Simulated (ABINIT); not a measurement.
Planning a run of ABINIT 10.8.3 on SnSe2 (P-3m1). The input:

```
acell 3*1.0 Angstrom
rprim 
  3.810999999987 0.000000000003 0.000000000000
  -1.905499999996 3.300422813810 0.000000000000
  0.000000000000 0.000000000000 6.136000000000
ntypat 2
znucl 50 34
natom 3
typat 1 2 2
xred 
  0.000000000000 0.000000000000 0.000000000000
  0.333333333333 0.666666666667 0.249000000000
  0.666666666667 0.333333333333 0.751000000000
pp_dirpath "pseudos"
pseudos "Sn.upf, Se.upf"
ecut 48
ngkpt 3 3 2
nshiftk 1
shiftk 0 0 0
kptopt 1
chksymbreak 0
istwfk *1
occopt 1
irdwfk 1
optdriver 3
nband 140
ecuteps 3.9
inclvkb 2
awtr 1
symchi 1
gwcalctyp 10
mbpt_sciss 0.755 eV
nqptdm 1
qptdm 
  0 0 0
indata_prefix "in"
outdata_prefix "out"
tmpdata_prefix "tmp"
```

```sh
OMP_NUM_THREADS=1 mpirun -n 4 abinit run.abi > log
```

Question: How long will it take on 4 MPI ranks of Arm Neoverse V2, shared host, and how much memory?

It took 25 s; on shared hardware allow 12 s to 49 s. Peak host memory was 1.3 GiB.

[Paths, hosts, dates, memory and timing lines, banners, echoed tables and standing remarks are left out of the program output.]

[Logs are printed without paths, hosts, clocks, repeated set-up lines and the standing remarks that a program may print on its own settings, such as how far it seeks lower states.]

[Runs of the session that timed out or met a known fault of the program may be left out.]

[Hosts, paths, dates, database ids (printed as entryN), source tags and the programs' standing remarks are cut or masked in the printed files.]

[G0W0 gaps are taken among the corrected bands and points alone; a level outside them can change the order at an edge.]

[Where Ansatz stands beside ABINIT at settings called matched, ABINIT's density can come from a denser mesh and the files from another edition; pairs whose starting gaps differed by over 0.03 eV were left out, so agreement reads better than it is.]
